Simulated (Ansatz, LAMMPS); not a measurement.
# What went wrong? Zn2+ BF4- in 1,3-dioxolane and diglyme and ethylene carbonate at 330 K (199 atoms)

Program: Ansatz 0.2.0. The cell: 39 C, 25 O, 80 H, 10 B, 40 F and 5 Zn.

input.yaml reads:

```yaml
crystal:
  lattice:
    - [13.20261, 0.0, 0.0]
    - [0.0, 13.20261, 0.0]
    - [0.0, 0.0, 13.20261]
  atoms:
    - { symbol: C, position: [0.33074, 0.86226, 0.57177] }
    - { symbol: O, position: [0.2711, 0.857, 0.66304] }
    - { symbol: C, position: [0.33512, 0.83481, 0.74851] }
    - { symbol: C, position: [0.28318, 0.88359, 0.83861] }
    - { symbol: O, position: [0.17327, 0.87521, 0.8287] }
    - { symbol: C, position: [0.11536, 0.94682, 0.88775] }
    - { symbol: C, position: [0.00882, 0.93869, 0.85273] }
    - { symbol: O, position: [0.01048, 0.93832, 0.73967] }
    - { symbol: C, position: [0.93309, 0.00724, 0.70103] }
    - { symbol: H, position: [0.27756, 0.86222, 0.50866] }
    - { symbol: H, position: [0.37996, 0.79743, 0.5624] }
    - { symbol: H, position: [0.37148, 0.93245, 0.57189] }
    - { symbol: H, position: [0.40852, 0.86527, 0.72504] }
    - { symbol: H, position: [0.33862, 0.74834, 0.7498] }
    - { symbol: H, position: [0.30537, 0.84796, 0.91152] }
    - { symbol: H, position: [0.30839, 0.96562, 0.83263] }
    - { symbol: H, position: [0.12451, 0.93737, 0.97369] }
    - { symbol: H, position: [0.14123, 0.02156, 0.86196] }
    [... 175 atom lines left out ...]
    - { symbol: F, position: [0.18333, 0.54282, 0.43552] }
    - { symbol: Zn, position: [0.13673, 0.90472, 0.68884] }
    - { symbol: Zn, position: [0.2465, 0.41138, 0.98034] }
    - { symbol: Zn, position: [0.80885, 0.12483, 0.20687] }
    - { symbol: Zn, position: [0.5066, 0.23716, 0.98625] }
    - { symbol: Zn, position: [0.46044, 0.61328, 0.40327] }
kpoints:
  mp_grid: { grid: [1, 1, 1] }
hamiltonian:
  xc: rpbe
  dispersion: d4
scf:
  occupations: { method: fermi_dirac, width: 1.0 }
  max_iter: 75
output:
  forces: true
```

Run with:

```console
ansatz run input.yaml --threads 4 --pin off --max-ram 8192MiB --backend cpu --events-out ev --progress --plain --runs-dir out
```

Numbers of over 12 decimals in the logs are rounded to 6 here.

Output:

```text
band count auto-derived: 833, from the close of a first SCF at 577 (N_el = 756.0; filled up to band 378; 577 by the electrons, moments and atoms)
Engine: ansatz 0.2.0, aarch64-unknown-linux-gnu
Pseudopotentials: kind: paw
Pseudopotential: C, paw, valence charge 4, recommended cutoff 420 eV (normal), C.paw.azcp
Pseudopotential: O, paw, valence charge 6, recommended cutoff 420 eV (normal), O.paw.azcp
Pseudopotential: H, paw, valence charge 1, recommended cutoff 420 eV (normal), H.paw.azcp
Pseudopotential: B, paw, valence charge 3, recommended cutoff 420 eV (normal), B.paw.azcp
Pseudopotential: F, paw, valence charge 7, recommended cutoff 420 eV (normal), F.paw.azcp
Pseudopotential: Zn, paw, valence charge 12, recommended cutoff 420 eV (normal), Zn.paw.azcp
[... 5 lines on functional and potentials left out ...]
Crystal: 199 atoms, lattice volume = 2301.333 Å³
Basis set: ecut = 420 eV, 45025 PW (Γ), exchange–correlation on 180×180×180 points (8 copies of the dense FFT grid, shifted against one another)
Bands: 577, of which v1, the nominal top of the filled ones, is band 378 counted from 1 (377 counted from 0)
Symmetry: 1 space group operations
Space group: P1 (ITA 1), of the structure as read, at distance tolerance 1.3e-4 Å
k-points: 1
[... 18 lines on functional and potentials left out ...]
Initial density: superposition of atomic densities (neutral atoms: chi_scale 0, normalization atom), corrected by the library's trained network
Initial wavefunctions: pseudopotential atomic-orbital guess
Functional: x = rpbe, c = pbe(β = 0.066725)
SCF iter   1: F=—  HF=-76003.275195 eV  |F-HF|=—  |Δ(HF+E_count)|=         —  Δρ=6.74e-3  dr2=1.55e0  ethr=1.77e-3  ⟨swp⟩=6.0  Hψ=2489  notcnv=0
preconditioner: auto → LDOS  [insulator: Δε(μ)=4.520 eV  Ē_g=17.627 eV  σ=1.000 eV  W_gap=0.80  n_scr=460 (ndim 8)  ℏωp=21.3 eV  f_vac=0.328  D(μ)=5.51/eV (n_scr^D=6)  ε∞_Penn≈2.5  β→1.0]
SCF iter   2: F=—  HF=-76002.975178 eV  |F-HF|=—  |Δ(HF+E_count)|=   3.00e-1  Δρ=3.82e-3  dr2=3.36e-1  ethr=2.05e-4  ⟨swp⟩=2.0  Hψ=1157  notcnv=0
SCF iter   3: F=—  HF=-76002.901454 eV  |F-HF|=—  |Δ(HF+E_count)|=   7.37e-2  Δρ=1.71e-3  dr2=5.22e-2  ethr=4.45e-5  ⟨swp⟩=2.0  Hψ=1154  notcnv=0
SCF iter   4: F=—  HF=-76002.888157 eV  |F-HF|=—  |Δ(HF+E_count)|=   1.33e-2  Δρ=2.80e-4  dr2=1.46e-3  ethr=6.91e-6  ⟨swp⟩=2.0  Hψ=1152  notcnv=0
SCF iter   5: F=—  HF=-76002.887943 eV  |F-HF|=—  |Δ(HF+E_count)|=   2.14e-4  Δρ=7.68e-5  dr2=8.10e-5  ethr=1.93e-7  ⟨swp⟩=3.0  Hψ=1158  notcnv=0
SCF iter   6: F=—  HF=-76002.888174 eV  |F-HF|=—  |Δ(HF+E_count)|=   2.30e-4  Δρ=2.59e-5  dr2=9.60e-6  ethr=1.07e-8  ⟨swp⟩=3.0  Hψ=1182  notcnv=0
SCF iter   7: F=—  HF=-76002.888181 eV  |F-HF|=—  |Δ(HF+E_count)|=   7.57e-6  Δρ=6.81e-6  dr2=6.59e-7  ethr=1.27e-9  ⟨swp⟩=3.0  Hψ=1155  notcnv=0
SCF iter   8: F=-76002.888183 eV  HF=-76002.888183 eV  |F-HF|=1.51e-7  |Δ(HF+E_count)|=   1.38e-6  Δρ=2.11e-6  dr2=5.98e-8  ethr=1.32e-11  ⟨swp⟩=16.0  Hψ=2526  notcnv=0
SCF 1, on 577 bands, converged in 8 iterations: F = -76002.888183 eV; the run's SCF on all bands comes behind
  greatest PAW one-centre occupation: 0.990 electrons in one spin orbital (limit 2), on the Zn atom at site 197 (counted from 0), in its partial waves of l = 2
The result of the SCF on 577 bands, without a stress, told ahead of the SCF on all bands, whose result is the run's:
SCF converged after 8 iterations
Free energy (F): -76002.888183 eV
Harris-Foulkes:  -76002.888183 eV  (|F-HF|=1.51e-7)
Internal energy: -75976.831886 eV  (E = F + TS)
E sigma→0 (E₀):  -75989.860034 eV
Entropy (-TS):   -26.056297 eV (-130.936 meV/atom)
Fermi energy:    2.146204 eV
--- Per-component energies (eV) ---
  E_band       = -6594.019553
  E_kinetic    = 18561.075384
  E_local      = -102940.234383  (includes V_loc(G=0)·N_el)
  E_nonlocal   = 8492.364480
  E_hartree    = 42756.557357
  E_xc         = -8666.444525
  E_vxc        = -10328.146595  (∫ρ·V_xc dr)
  E_paw        = -26051.824842  (= ΣΔE_a)
  E_vpaw       = -5892.232330  (= ΣTr[D̂ρ^β])
  E_aug_tail   = 0.032495  (compensation charges beyond the density's cutoff)
  E_ewald      = -8099.164891
  E_disp       = -26.704580  (pairwise vdW)
  E_core_change = -2.488381  (= ΣΔE_core)
  E_smearing   = -26.056297  (= −TS)
  E_closure    = -0.000000  (closes the sum)
  Σ components = -76002.888183   (vs F -76002.888183, Δ=0.00e0)
--- Forces (eV/Å), atoms counted from 1 ---
  atom   1  C     -1.03464762    -0.07389227    -0.79897130
  atom   2  O      1.40644599    -0.65085152    -0.99881731
  atom   3  C     -0.64120480    -2.13894903    -0.23781345
  atom   4  C      1.30772948     0.96318037     0.62450248
  atom   5  O      0.87283611    -0.79449425     1.30912486
  atom   6  C      0.63570617     1.18095015     0.82852756
  atom   7  C     -1.53234532    -2.14972774     1.49210034
  atom   8  O     -3.40524430     1.49717527     2.54517023
  atom   9  C      1.51145220     1.66180544    -2.31371387
  atom  10  H     -0.15134783     0.13056916    -0.16731766
  atom  11  H      0.28960800    -0.34422336     0.30465736
  atom  12  H      0.63190988     0.68974485    -0.06538111
  atom  13  H      0.34821386     0.09505059     0.88831256
  atom  14  H      0.21611617     1.15037580     0.43585338
[...]
max |Σ_I F_I| component: 9.56e-5 eV/Å
--- Band table (eV) ---
  k-point 0: bands = ["-26.3530", "-26.1293", "-25.8962", "-25.7429", [... 561 levels ...], "11.8467", "11.8667", "11.8895", "11.8966", "11.9426", "11.9620", "12.0019", "12.0258", "12.0356", "12.0439", "12.0556", "12.1505"]
Bands: 833, of which v1, the nominal top of the filled ones, is band 378 counted from 1 (377 counted from 0)
Initial density: handed on by an earlier stage of this run
iter 1 solved again at ethr=1.99e-7 eV; its pass at ethr=3.10e-3 eV (dr2=1.51e-3 eV) is discarded
SCF iter   1: F=—  HF=-76002.890864 eV  |F-HF|=—  |Δ(HF+E_count)|=         —  Δρ=4.09e-6  dr2=5.29e-7  ethr=1.99e-7  ⟨swp⟩=5.0  Hψ=6095  notcnv=0
eigensolver tolerance schedule: the retry pair's looser diagonalisation over-reported the residual by 2845.29 of it (diagonalisation noise at 0.22 of the residual, at the tolerance the schedule requests for it); recorded, not acted on — ethr = c·dr2/N_el stays at c = 1.0e-1
preconditioner: auto → LDOS  [insulator: Δε(μ)=4.810 eV  Ē_g=21.483 eV  σ=1.000 eV  W_gap=0.83  n_scr=460 (ndim 8)  ℏωp=21.3 eV  f_vac=0.329  D(μ)=5.10/eV (n_scr^D=6)  ε∞_Penn≈2.0  β→1.0]
SCF iter   2: F=—  HF=-76002.891546 eV  |F-HF|=—  |Δ(HF+E_count)|=   6.82e-4  Δρ=4.22e-6  dr2=3.26e-7  ethr=7.00e-11  ⟨swp⟩=4.0  Hψ=1946  notcnv=0
SCF iter   3: F=-76002.891546 eV  HF=-76002.891546 eV  |F-HF|=1.61e-8  |Δ(HF+E_count)|=   4.96e-8  Δρ=1.12e-6  dr2=1.75e-8  ethr=1.32e-11  ⟨swp⟩=10.0  Hψ=4170  notcnv=0
SCF 2 converged in 3 iterations: F = -76002.891546 eV  dr2 = 1.75e-8
SCF converged after 11 iterations (8 of them on 577 bands)
Free energy (F): -76002.891546 eV
Harris-Foulkes:  -76002.891546 eV  (|F-HF|=1.61e-8)
Internal energy: -75976.794374 eV  (E = F + TS)
E sigma→0 (E₀):  -75989.842960 eV
Entropy (-TS):   -26.097172 eV (-131.142 meV/atom)
Fermi energy:    2.145472 eV
--- Per-component energies (eV) ---
  E_band       = -6594.005762
  E_kinetic    = 18561.090564
  E_local      = -102940.179253  (includes V_loc(G=0)·N_el)
  E_nonlocal   = 8492.362498
  E_hartree    = 42756.514005
  E_xc         = -8666.439574
  E_vxc        = -10328.140201  (∫ρ·V_xc dr)
  E_paw        = -26051.817257  (= ΣΔE_a)
  E_vpaw       = -5892.220609  (= ΣTr[D̂ρ^β])
  E_aug_tail   = 0.032495  (compensation charges beyond the density's cutoff)
  E_ewald      = -8099.164891
  E_disp       = -26.704580  (pairwise vdW)
  E_core_change = -2.488381  (= ΣΔE_core)
  E_smearing   = -26.097172  (= −TS)
  E_closure    = -0.000000  (closes the sum)
  Σ components = -76002.891546   (vs F -76002.891546, Δ=0.00e0)
--- Forces (eV/Å), atoms counted from 1 ---
[...]
atom  12  H      0.63194880     0.68980069    -0.06537497
  atom  13  H      0.34828210     0.09504123     0.88832715
  atom  14  H      0.21612491     1.15030450     0.43588084
[...]
atom 198  Zn     1.29011838    -0.70061486     0.81779848
  atom 199  Zn    -1.07913289     0.54514430    -0.70016082
  max |Σ_I F_I| component: 6.46e-5 eV/Å
--- Band table (eV) ---
  k-point 0: bands = ["-26.3530", "-26.1292", "-25.8960", "-25.7428", [... 817 levels ...], "18.8293", "18.8575", "18.8670", "18.8824", "18.9391", "18.9699", "19.0128", "19.0311", "19.0606", "19.0722", "19.1117", "19.1227"]
```

The job ended after 1.9 min (4 threads of Arm Neoverse V2, shared host; peak memory 4.6 GiB).

The column dr2 measures how far the density is from self-consistency, as an energy; F and HF (Harris–Foulkes) agree once it is small.

Against a sound run (Kohn-Sham DFT, RPBE+D4, PAW (set soft_2), plane waves):

* r.m.s. difference of force components: 157 meV/Å
* longest difference of force vectors: 1591 meV/Å
* force difference over r.m.s. force: 12.67 %

What is at fault here, and what would mend it?

A smearing of electronvolts: scf.occupations.method = "fermi_dirac" and scf.occupations.width = 1.0.

The fix is to set scf.occupations.method back to "fixed" and take out scf.occupations.width.

The run converged all the same, so the exit status doesn't show the fault.

[Logs are printed without paths, hosts, clocks, repeated set-up lines and the standing remarks that a program may print on its own settings, such as how far it seeks lower states.]

[Hosts, paths, dates, database ids (printed as entryN), source tags and the programs' standing remarks are cut or masked in the printed files.]
